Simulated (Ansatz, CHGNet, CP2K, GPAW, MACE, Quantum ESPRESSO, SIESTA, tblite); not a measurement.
## Σ7 (111) twist boundary in a Au-Pd solid solution (84 atoms): runs against a plane-wave reference

The cell holds 84 atoms: 59 Au and 25 Pd. Cell: a = 7.524 Å, b = 7.524 Å, c = 28.003 Å, α = 90.0°, β = 90.0°, γ = 60.0°. Fcc Au lattice (a = 4.0215 Å, the value set for the mixture); two grains turned against each other by 81.79 deg about [111]; 1 x 1 coincidence cells, 2 lattice periods a grain, two boundaries a cell, upper grain shifted by [0.175, 0.709] of the boundary cell and opened by 0.1 Å, one atom of each pair nearer than 1.848 Å removed; 25 of 84 Au sites given to Pd at random (lattice constant by Vegard's rule between Au and Pd); annealed from 600 K for 3 ps and minimised with a classical potential (one cell length free). Then every atom was moved at random, 0.02 Å r.m.s. a Cartesian component. Regions: lower grain, 42 atoms (34 Au and 8 Pd); upper grain, 42 atoms (17 Pd and 25 Au).

Geometry: as built.

The reference, a calculation:

| Property | Result |
| --- | --- |
| method | Kohn-Sham DFT, PBE, PAW, plane waves (Ansatz 0.2.0); cutoff 420 eV, Γ point, fermi-dirac smearing of 0.05 eV; PAW set soft_2 |
| r.m.s. force component | 0.2188 eV/Å |
| longest force | 0.8072 eV/Å |
| pressure | 11.5 GPa |
| SCF cycles | 12 |
| time | 84 s on 4 threads of Arm Neoverse V1, shared host |
| CPU time | 5.4 min |

Runs, in no order:
A. MACE MP-0b3 medium potential: machine-learned interatomic potential MACE MP-0b3 medium, trained on PBE(+U) plane-wave data
B. CP2K PBE, DZVP-MOLOPT-SR, 600/50 Ry, diagonalisation: Kohn-Sham DFT, PBE, GTH-PBE pseudopotentials, Gaussian and plane waves, DZVP-MOLOPT-SR-GTH, diagonalisation
C. QE PBE, sssp-1.3.0-efficiency, 45/360 Ry: Kohn-Sham DFT, PBE, SSSP efficiency 1.3.0 pseudopotentials, plane waves
D. tblite GFN1-xTB: GFN1-xTB tight binding, diagonalisation
E. SIESTA PBE, DZP, shift 0.01 Ry, mesh 300 Ry: Kohn-Sham DFT, PBE, PseudoDojo 0.4.1 norm-conserving pseudopotentials (converted to PSML), numerical atomic orbitals (DZP), diagonalisation

In doubt: a PseudoDojo file used here is known to give poor structures and forces (SIESTA), which bears on pressures, cells, forces and phonons.

**Question.** Rank the runs by how far their forces lie from the reference's, least first.

C, E, B, A, D.

```
                                                    run  Δ force, r.m.s. (meV/Å)  share of r.m.s. force (%)  CPU time
            C. QE PBE, sssp-1.3.0-efficiency, 45/360 Ry                     6.23                       2.85    34 min
         E. SIESTA PBE, DZP, shift 0.01 Ry, mesh 300 Ry                     45.4                       20.7    12 min
B. CP2K PBE, DZVP-MOLOPT-SR, 600/50 Ry, diagonalisation                     65.2                       29.8    58 min
                        A. MACE MP-0b3 medium potential                     96.6                       44.1      10 s
                                     D. tblite GFN1-xTB                      141                       64.5      17 s
```

Periodic xTB results under one method name differ between programs and library versions. The electron count is odd in these runs, and they have no spin polarisation, so the unpaired electron is spread evenly over both spins. Machine-learned potentials mimic data converged in k, so the reference's own k-point error enters their differences. The electron count is odd and the run has no spin polarisation, so levels at the top are partly filled by construction. The electronic-structure runs sample only Γ, in a cell whose shortest periodic width is 7 Å, which is coarse for a cell with partly filled levels.

[Logs are printed without paths, hosts, clocks, repeated set-up lines and the standing remarks that a program may print on its own settings, such as how far it seeks lower states.]

[Hosts, paths, dates, database ids (printed as entryN), source tags and the programs' standing remarks are cut or masked in the printed files.]
